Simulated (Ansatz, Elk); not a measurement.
# InF (Cmcm): refractive index against wavelength

The refractive index of InF (Cmcm) along x below the direct gap (1.62 eV on the mesh) is read from one computed spectrum, n = √(Re ε). x, y and z are the Cartesian axes of the input cell.

Cell: a, b, c = 7.061, 7.061, 3.719 Å (primitive vectors), 4 atoms.

Method: Elk 11.2.3 (patched build), PBE, independent particles, k-mesh 9×9×9, Lorentzian half width 0.15 eV.

Launch of the response step: `OMP_NUM_THREADS=4 elk`. The run took 99 s, its band step included, on 4 threads of Arm Neoverse V2, on a shared host.

| wavelength (nm) | photon energy E (eV) | n |
| --- | --- | --- |
| 3000 | 0.413 | 2.3768 |
| 2000 | 0.620 | 2.3910 |
| 1550 | 0.800 | 2.4087 |
| 1310 | 0.946 | ? |
| 1064 | 1.165 | 2.4627 |

In the single-oscillator model n² − 1 = E₀E_d/(E₀² − E²), so 1/(n² − 1) = E₀/E_d − E²/(E₀E_d) is linear in E².

Working, on the rows shown:

| x = E² (eV²) | y = 1/(n² − 1) |
| --- | --- |
| 0.170801 | 0.215092 |
| 0.384302 | 0.212005 |
| 0.639837 | 0.208254 |
| 1.35784 | 0.197438 |

Means: x̄ = 0.6382, ȳ = 0.2082. Σ(x − x̄)(y − ȳ) = -0.01193, Σ(x − x̄)² = 0.8008. Slope = -0.01193 / 0.8008 = -0.0149; intercept = ȳ − slope · x̄ = 0.21771. Turned back into n, the line misses the rows shown by at most 0.00039.

Problem. Fill in the last column of the withheld row.

Solution. At x = 0.89576 the line gives y = 0.20436, that is 2.4276. The run gave 2.4272, so the interpolation is off by 0.00042, 0.5 % of the range in the table.

Refitted with all rows, the slope is -0.01488 and the intercept 0.21771. These give E₀ = √(intercept/−slope) = 3.83 eV and E_d = E₀/intercept = 17.6 eV; E₀ is 2.4 times the direct gap. The electronic limit at long wavelengths, without lattice vibrations, is n = √(1 + 1/intercept) = 2.365. The structure is a model and need not exist. Excitons are left out and so are local fields; PBE gaps are as a rule too small. The values come from a sum over the points of one k-mesh and carry its error, which grows as the direct gap shrinks. Spin-orbit coupling is left out.
